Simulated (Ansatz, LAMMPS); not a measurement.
## Structural relaxation of amorphous HfO2 at 7.99 g/cm^3 (78 atoms)

Wanted: the relaxed structure of amorphous HfO2 at 7.99 g/cm^3 (78 atoms) and its electronic structure.

Calculated with Ansatz 0.2.0; Kohn-Sham DFT, PBE, PAW (set soft_2), plane waves.

## (1) The starting structure

The cell holds 78 atoms: 26 Hf and 52 O. Cell: a = 10.438 Å, b = 10.438 Å, c = 10.438 Å, α = 90.0°, β = 90.0°, γ = 90.0°. 78 atoms (26 Zr, 52 O) placed at random at 4.68 g/cm³, melted at 5000 K for 10 ps at fixed volume with the Morse and Coulomb pair potential with partial charges (Pedone, Malavasi, Menziani, Cormack and Segre, J. Phys. Chem. B 110, 11780 (2006)). Quenched from 5000 K to 300 K at 50 K/ps and fixed volume, held 5 ps, then minimised at fixed cell. Then Zr was replaced by Hf (the potential has no terms for the new elements, so the cell is a start for a DFT relaxation). The density is one point of a scan and needn't be that of the real material.

Limits known from the start: The quench rate of 50 K/ps is many orders above laboratory rates, so the cell is likely richer in defects and strain than a real sample. The network of bonds at the start is that of the classical potential that made the cell. Only the Γ point is sampled in the main run, in a cell whose shortest periodic width is 10 Å. No spin–orbit coupling is included, so levels derived from the heavy atoms are approximate.

## (2) The classical run that made the cell

A classical potential supplies the starting structure, since it reaches far longer times than DFT.

This step: classical MD, Morse and Coulomb pair potential with partial charges (Pedone, Malavasi, Menziani, Cormack and Segre, J. Phys. Chem. B 110, 11780 (2006)) (LAMMPS 22 Jul 2025 - Update 4).

in.lmp

```
# melt-quench of Zr26O52
units metal
atom_style charge
boundary p p p
region box block 0 10.4384 0 10.4384 0 10.4384
create_box 2 box
mass 1 91.2240   # Zr
mass 2 15.9990   # O
create_atoms 1 random 26 33978 NULL overlap 1.5 maxtry 2000
create_atoms 2 random 52 33985 NULL overlap 1.5 maxtry 2000
pair_style hybrid/overlay pedone 5.5 coul/long 8.0
pair_coeff * * coul/long
pair_coeff 1 2 pedone 0.206237 2.479675 2.436997 1   # Zr-O
pair_coeff 2 2 pedone 0.042395 1.379316 3.618701 22   # O-O
set type 1 charge 2.4
set type 2 charge -1.2
kspace_style pppm 1.0e-4
neigh_modify delay 0 every 1 check yes
thermo_style custom step time temp pe press density
thermo_modify norm yes
timestep 0.002
thermo 100
min_style cg
minimize 1e-4 1e-4 200 2000
reset_timestep 0
velocity all create 5000 33979 mom yes dist gaussian
fix lim all nve/limit 0.05
fix lan all langevin 5000 5000 0.2 33980 zero yes
thermo 500
run 1000 post no
unfix lim
unfix lan
thermo 833
fix md all nvt temp 5000 5000 0.2
run 5000 post no
unfix md
thermo 4700
fix md all nvt temp 5000 300 0.2
run 47000 post no
unfix md
thermo 1250
fix md all nvt temp 300 300 0.2
run 2500 post no
unfix md
thermo 100
min_style cg
minimize 0 1e-3 2000 20000
write_dump all custom glass.dump id type xs ys zs modify sort id
```

Run with:

```
> lmp -in in.lmp -log none -nocite
```

Numbers of over 12 decimals in the logs are rounded to 6 here.

Output:

```text
LAMMPS (22 Jul 2025 - Update 4)
Created orthogonal box = (0 0 0) to (10.4384 10.4384 10.4384)
Created 26 atoms
Created 52 atoms
PPPM initialization ...
  G vector (1/distance) = 0.38637935
  grid = 12 12 12
  estimated relative force accuracy = 5.3452766e-05
   Step          Time           Temp          PotEng         Press         Density
         0   0              0             -1.2039698      1024200.3      4.6774468
        64   0.128          0             -14.894204     -37175.866      4.6774468
Loop time of 0.16248 s on 1 MPI rank(s) for 64 steps with 78 atoms
Minimization stats:
  Stopping criterion = energy tolerance
  Energy initial, next-to-last, final =
[... 35 lines left out ...]
     55000   110            308.74831     -15.112251     -80880.277      4.6774468
     55500   111            279.72031     -15.114325     -86333.848      4.6774468
Loop time of 4.26729 s on 1 MPI rank(s) for 2500 steps with 78 atoms
   Step          Time           Temp          PotEng         Press         Density
     55500   111            279.72031     -15.114325     -86333.848      4.6774468
     55512   111.024        279.72031     -15.153415     -82275.975      4.6774468
Loop time of 0.0815018 s on 1 MPI rank(s) for 12 steps with 78 atoms
Minimization stats:
  Stopping criterion = linesearch alpha is zero
  Energy initial, next-to-last, final =
     -15.1143247199659  -15.1534149619555  -15.1534149619555
  Force two-norm initial, final = 12.237975 0.40787081
  Iterations, force evaluations = 12 57
```

The job ended after 62 s (1 thread of Intel Xeon at 2.80GHz (Skylake/Cascade Lake), shared host; peak memory 0.63 GiB).

## (3) Single point at the start

The forces at the start show how far the geometry lies from a minimum of this functional.

input.yaml

```yaml
crystal:
  lattice:
    - [10.4384, 0.0, 0.0]
    - [0.0, 10.4384, 0.0]
    - [0.0, 0.0, 10.4384]
  atoms:
    - { symbol: Hf, position: [0.48191, 0.5395, 0.50336] }
    - { symbol: Hf, position: [0.59368, 0.3043, 0.70211] }
    - { symbol: Hf, position: [0.95724, 0.165, 0.08939] }
    - { symbol: Hf, position: [0.49193, 0.59018, 0.82167] }
    - { symbol: Hf, position: [0.32705, 0.92994, 0.66002] }
    - { symbol: Hf, position: [0.67396, 0.36863, 0.30845] }
    - { symbol: Hf, position: [0.19076, 0.02336, 0.35017] }
    - { symbol: Hf, position: [0.58363, 0.15731, 0.0737] }
    - { symbol: Hf, position: [0.69806, 0.99373, 0.74131] }
    - { symbol: Hf, position: [0.82524, 0.03135, 0.32907] }
    - { symbol: Hf, position: [0.46575, 0.85234, 0.29564] }
    - { symbol: Hf, position: [0.8032, 0.60626, 0.64488] }
    - { symbol: Hf, position: [0.2557, 0.33414, 0.97785] }
    - { symbol: Hf, position: [0.15468, 0.39083, 0.33187] }
    - { symbol: Hf, position: [0.09185, 0.0664, 0.82505] }
    - { symbol: Hf, position: [0.45318, 0.51859, 0.12901] }
    - { symbol: Hf, position: [0.24536, 0.28419, 0.59552] }
    - { symbol: Hf, position: [0.75733, 0.47131, 0.99268] }
    - { symbol: Hf, position: [0.534, 0.115, 0.47456] }
    - { symbol: Hf, position: [0.19158, 0.66359, 0.49888] }
    - { symbol: Hf, position: [0.30249, 0.84311, 0.01662] }
    - { symbol: Hf, position: [0.88501, 0.2377, 0.57176] }
    - { symbol: Hf, position: [0.81853, 0.67589, 0.28092] }
    - { symbol: Hf, position: [0.9639, 0.8637, 0.5603] }
    - { symbol: Hf, position: [0.63224, 0.79824, 0.04208] }
    - { symbol: Hf, position: [0.9365, 0.80207, 0.92483] }
    - { symbol: O, position: [0.9273, 0.14156, 0.74108] }
    - { symbol: O, position: [0.60438, 0.60435, 0.01296] }
    - { symbol: O, position: [0.53258, 0.9576, 0.10799] }
    - { symbol: O, position: [0.79488, 0.39885, 0.65015] }
    - { symbol: O, position: [0.55382, 0.19878, 0.28973] }
    - { symbol: O, position: [0.27913, 0.46901, 0.48501] }
    - { symbol: O, position: [0.24115, 0.21307, 0.39649] }
    - { symbol: O, position: [0.12706, 0.18452, 0.98536] }
    - { symbol: O, position: [0.12324, 0.76377, 0.98865] }
    - { symbol: O, position: [0.40341, 0.71589, 0.14301] }
    - { symbol: O, position: [0.99695, 0.66726, 0.58564] }
    - { symbol: O, position: [0.60674, 0.36302, 0.10781] }
    - { symbol: O, position: [0.73868, 0.88041, 0.89783] }
    - { symbol: O, position: [0.38896, 0.70572, 0.42338] }
    - { symbol: O, position: [0.37877, 0.98528, 0.43688] }
    - { symbol: O, position: [0.9714, 0.99571, 0.97635] }
    - { symbol: O, position: [0.14663, 0.86539, 0.47454] }
    - { symbol: O, position: [0.01878, 0.88671, 0.75214] }
    - { symbol: O, position: [0.8829, 0.83826, 0.37305] }
    - { symbol: O, position: [0.69218, 0.1481, 0.60718] }
    - { symbol: O, position: [0.84294, 0.6214, 0.85056] }
    - { symbol: O, position: [0.78778, 0.83301, 0.64514] }
    - { symbol: O, position: [0.86247, 0.30885, 0.99102] }
    - { symbol: O, position: [0.6266, 0.1468, 0.85905] }
    - { symbol: O, position: [0.46702, 0.77593, 0.90408] }
    - { symbol: O, position: [0.83359, 0.74863, 0.09218] }
    - { symbol: O, position: [0.63691, 0.97437, 0.38036] }
    - { symbol: O, position: [0.09626, 0.58166, 0.34549] }
    - { symbol: O, position: [0.0317, 0.30582, 0.20883] }
    - { symbol: O, position: [0.58483, 0.35795, 0.497] }
    - { symbol: O, position: [0.26676, 0.95955, 0.85377] }
    - { symbol: O, position: [0.78945, 0.49896, 0.19566] }
    - { symbol: O, position: [0.19454, 0.08323, 0.64307] }
    - { symbol: O, position: [0.76951, 0.10289, 0.14831] }
    - { symbol: O, position: [0.2075, 0.31552, 0.7852] }
    - { symbol: O, position: [0.28233, 0.41561, 0.17104] }
    - { symbol: O, position: [0.29275, 0.73382, 0.65799] }
    - { symbol: O, position: [0.52082, 0.96318, 0.65423] }
    - { symbol: O, position: [0.59815, 0.62682, 0.65267] }
    - { symbol: O, position: [0.6274, 0.43604, 0.84385] }
    - { symbol: O, position: [0.80171, 0.23333, 0.38366] }
    - { symbol: O, position: [0.42951, 0.20493, 0.61759] }
    - { symbol: O, position: [0.76402, 0.58297, 0.44705] }
    - { symbol: O, position: [0.01564, 0.04976, 0.25405] }
    - { symbol: O, position: [0.52362, 0.50323, 0.31088] }
    - { symbol: O, position: [0.4061, 0.21555, 0.01391] }
    - { symbol: O, position: [0.36758, 0.50064, 0.9493] }
    - { symbol: O, position: [0.05859, 0.3254, 0.518] }
    - { symbol: O, position: [0.28717, 0.92887, 0.20353] }
    - { symbol: O, position: [0.63545, 0.75548, 0.24098] }
    - { symbol: O, position: [0.43771, 0.45242, 0.68281] }
    - { symbol: O, position: [0.92774, 0.04973, 0.50252] }
kpoints:
  mp_grid: { grid: [1, 1, 1] }
hamiltonian:
  xc: pbe
scf:
  occupations: { method: fermi_dirac, width: 0.025 }
output:
  forces: true
```

Run with:

```
> ansatz run input.yaml --threads 4 --pin off --max-ram 8192MiB --backend cpu --events-out ev --progress --plain --runs-dir out
```

Output:

```text
Engine: ansatz 0.2.0, x86_64-unknown-linux-gnu
Pseudopotentials: kind: paw
Pseudopotential: Hf, paw, valence charge 26, recommended cutoff 420 eV (normal), Hf.paw.azcp
Pseudopotential: O, paw, valence charge 6, recommended cutoff 420 eV (normal), O.paw.azcp
[... 5 lines on functional and potentials left out ...]
Crystal: 78 atoms, lattice volume = 1137.370 Å³
Basis set: ecut = 420 eV, 22143 PW (Γ), exchange–correlation on 144×144×144 points (8 copies of the dense FFT grid, shifted against one another)
Bands: 572, of which v1, the nominal top of the filled ones, is band 494 counted from 1 (493 counted from 0)
Symmetry: 1 space group operations
Space group: P1 (ITA 1), of the structure as read, at distance tolerance 1.0e-4 Å
k-points: 1
[... 5 lines on functional and potentials left out ...]
Initial density: superposition of atomic densities (neutral atoms: chi_scale 0, normalization atom), corrected by the library's trained network
Initial wavefunctions: pseudopotential atomic-orbital guess
Functional: x = pbe(κ = 0.804, μ = 0.219515), c = pbe(β = 0.066725)
SCF iter   1: F=—  HF=-438384.268782 eV  |F-HF|=—  |Δ(HF+E_count)|=         —  Δρ=3.88e-3  dr2=2.10e-1  ethr=1.77e-3  ⟨swp⟩=5.0  Hψ=1784  notcnv=0  defer=45
preconditioner: auto → Resta (q_TF=auto, 2.665 Å⁻¹)  ε∞=5.0  [insulator: Δε(μ)=3.269 eV  Ē_g=16.928 eV  σ=0.025 eV  W_gap=1.00  n_scr=364 (ndim 8)  ℏωp=33.7 eV  f_vac=0.173  D(μ)=0.00/eV (n_scr^D=0)  ε∞_Penn≈5.0]
SCF iter   2: F=—  HF=-438384.245814 eV  |F-HF|=—  |Δ(HF+E_count)|=   2.30e-2  Δρ=1.95e-3  dr2=4.31e-2  ethr=2.13e-5  ⟨swp⟩=2.0  Hψ=1053  notcnv=0  defer=74
SCF iter   3: F=—  HF=-438384.246188 eV  |F-HF|=—  |Δ(HF+E_count)|=   3.73e-4  Δρ=8.73e-4  dr2=1.44e-2  ethr=4.36e-6  ⟨swp⟩=2.0  Hψ=873  notcnv=0  defer=74
SCF iter   4: F=—  HF=-438384.246691 eV  |F-HF|=—  |Δ(HF+E_count)|=   5.04e-4  Δρ=2.86e-4  dr2=1.52e-3  ethr=1.46e-6  ⟨swp⟩=2.0  Hψ=853  notcnv=0  defer=74
SCF iter   5: F=—  HF=-438384.247082 eV  |F-HF|=—  |Δ(HF+E_count)|=   3.90e-4  Δρ=1.85e-4  dr2=5.14e-4  ethr=1.54e-7  ⟨swp⟩=2.0  Hψ=992  notcnv=0  defer=74
SCF iter   6: F=—  HF=-438384.247114 eV  |F-HF|=—  |Δ(HF+E_count)|=   3.23e-5  Δρ=6.88e-5  dr2=7.82e-5  ethr=5.20e-8  ⟨swp⟩=2.0  Hψ=990  notcnv=0  defer=74
SCF iter   7: F=—  HF=-438384.248906 eV  |F-HF|=—  |Δ(HF+E_count)|=   1.79e-3  Δρ=5.00e-5  dr2=3.28e-5  ethr=7.92e-9  ⟨swp⟩=2.0  Hψ=1050  notcnv=0  defer=74
SCF iter   8: F=—  HF=-438384.248912 eV  |F-HF|=—  |Δ(HF+E_count)|=   5.83e-6  Δρ=1.63e-5  dr2=4.69e-6  ethr=3.32e-9  ⟨swp⟩=3.0  Hψ=983  notcnv=0  defer=74
SCF iter   9: F=—  HF=-438384.248915 eV  |F-HF|=—  |Δ(HF+E_count)|=   3.21e-6  Δρ=9.45e-6  dr2=1.22e-6  ethr=4.75e-10  ⟨swp⟩=2.0  Hψ=992  notcnv=0  defer=74
SCF iter  10: F=—  HF=-438384.248916 eV  |F-HF|=—  |Δ(HF+E_count)|=   3.51e-7  Δρ=6.76e-6  dr2=5.71e-7  ethr=1.23e-10  ⟨swp⟩=3.0  Hψ=991  notcnv=0  defer=74
SCF iter  11: F=-438384.248916 eV  HF=-438384.248916 eV  |F-HF|=1.94e-8  |Δ(HF+E_count)|=   7.50e-8  Δρ=2.19e-6  dr2=8.58e-8  ethr=1.01e-11  ⟨swp⟩=2.0  Hψ=1956  notcnv=0
SCF 1 converged in 11 iterations: F = -438384.248916 eV  dr2 = 8.58e-8
  greatest PAW one-centre occupation: 0.999 electrons in one spin orbital (limit 2), on the Hf atom at site 23 (counted from 0), in its partial waves of l = 0
SCF converged after 11 iterations
Free energy (F): -438384.248916 eV
Harris-Foulkes:  -438384.248916 eV  (|F-HF|=1.94e-8)
Internal energy: -438384.248916 eV  (E = F + TS)
E sigma→0 (E₀):  -438384.248916 eV
Fermi energy:    11.984961 eV
--- Per-component energies (eV) ---
  E_band       = -4236.474168
  E_kinetic    = 19884.256215
  E_local      = -199810.156152  (includes V_loc(G=0)·N_el)
  E_nonlocal   = -29843.239668
  E_hartree    = 91008.346157
  E_xc         = -11582.081508
  E_vxc        = -11741.716480  (∫ρ·V_xc dr)
  E_paw        = -188290.236174  (= ΣΔE_a)
  E_vpaw       = 35257.576703  (= ΣTr[D̂ρ^β])
  E_aug_tail   = 0.127373  (compensation charges beyond the density's cutoff)
  E_ewald      = -119751.265159
  E_smearing   = -0.000000  (= −TS)
  E_closure    = -0.000000  (closes the sum)
  Σ components = -438384.248916   (vs F -438384.248916, Δ=0.00e0)
--- Forces (eV/Å), atoms counted from 1 ---
  atom   1  Hf     0.31638354    -0.29921084     0.53619326
  atom   2  Hf     0.15543119     0.73010755     0.12068471
  atom   3  Hf     0.23041153     1.61975707    -0.12115148
  atom   4  Hf     0.60854596    -0.49522873    -0.13278307
  atom   5  Hf     0.10613625    -0.73171806     0.61077373
  atom   6  Hf    -0.32575256    -0.60966314     0.34775211
  atom   7  Hf    -0.42703010     0.29134570    -0.18419509
  atom   8  Hf    -1.12614374     0.19090464    -0.52719607
  atom   9  Hf    -0.76081371    -0.20209515    -0.13880564
  atom  10  Hf    -0.04466534    -0.02719876     0.66329524
  atom  11  Hf     0.15760784    -0.47770249     0.38658333
  atom  12  Hf    -0.09819256    -0.29804416    -0.43107942
  atom  13  Hf     1.13676229    -2.28466467     0.05062470
  atom  14  Hf    -1.95176276     0.03800444    -2.28070857
[...]
atom  77  O     -0.16728291    -0.22991821     0.03724461
  atom  78  O     -0.26118112    -0.00787435    -0.45452833
  max |Σ_I F_I| component: 9.99e-5 eV/Å
```

It took 20 s on 4 threads of AMD EPYC 7B13 (Zen 3), shared host; peak memory 1.9 GiB.

In the SCF lines HF is the Harris–Foulkes energy and dr2 the Hartree energy of the density residual, in eV; the loop may stop once dr2 is under the threshold and the program's other checks hold. Hψ counts applications of the Hamiltonian.

Numbers from this run:

```yaml
free_energy: -438384.2489 eV
free_energy_per_atom: -5620.3109 eV/atom
scf_cycles: 11
r_m_s_force_component: 0.5617 eV/Å
longest_force: 3.002 eV/Å
fermi_energy: 11.98 eV
```

The r.m.s. force component of 0.56 eV/Å sets the starting point.

Neighbours are counted within 2.82 Å (O-Hf).

Length of the force by element and coordination:

| element | coordination | atoms | mean length of the force (eV/Å) | spread | least | most |
| --- | --- | --- | --- | --- | --- | --- |
| Hf | all | 26 | 1.28 | 0.658 | 0.480 | 3.00 |
| Hf | 5 | 5 | 1.41 | 0.732 | 0.549 | 2.55 |
| Hf | 6 | 16 | 1.30 | 0.631 | 0.533 | 3.00 |
| Hf | 7 | 5 | 1.12 | 0.632 | 0.480 | 2.10 |
| O | all | 52 | 0.529 | 0.315 | 0.118 | 1.28 |
| O | 2 | 9 | 0.858 | 0.299 | 0.407 | 1.28 |
| O | 3 | 34 | 0.440 | 0.237 | 0.118 | 1.25 |
| O | 4 | 9 | 0.539 | 0.365 | 0.142 | 1.21 |

[end of part 1 of 4]

[Logs are printed without paths, hosts, clocks, repeated set-up lines and the standing remarks that a program may print on its own settings, such as how far it seeks lower states.]

[Hosts, paths, dates, database ids (printed as entryN), source tags and the programs' standing remarks are cut or masked in the printed files.]
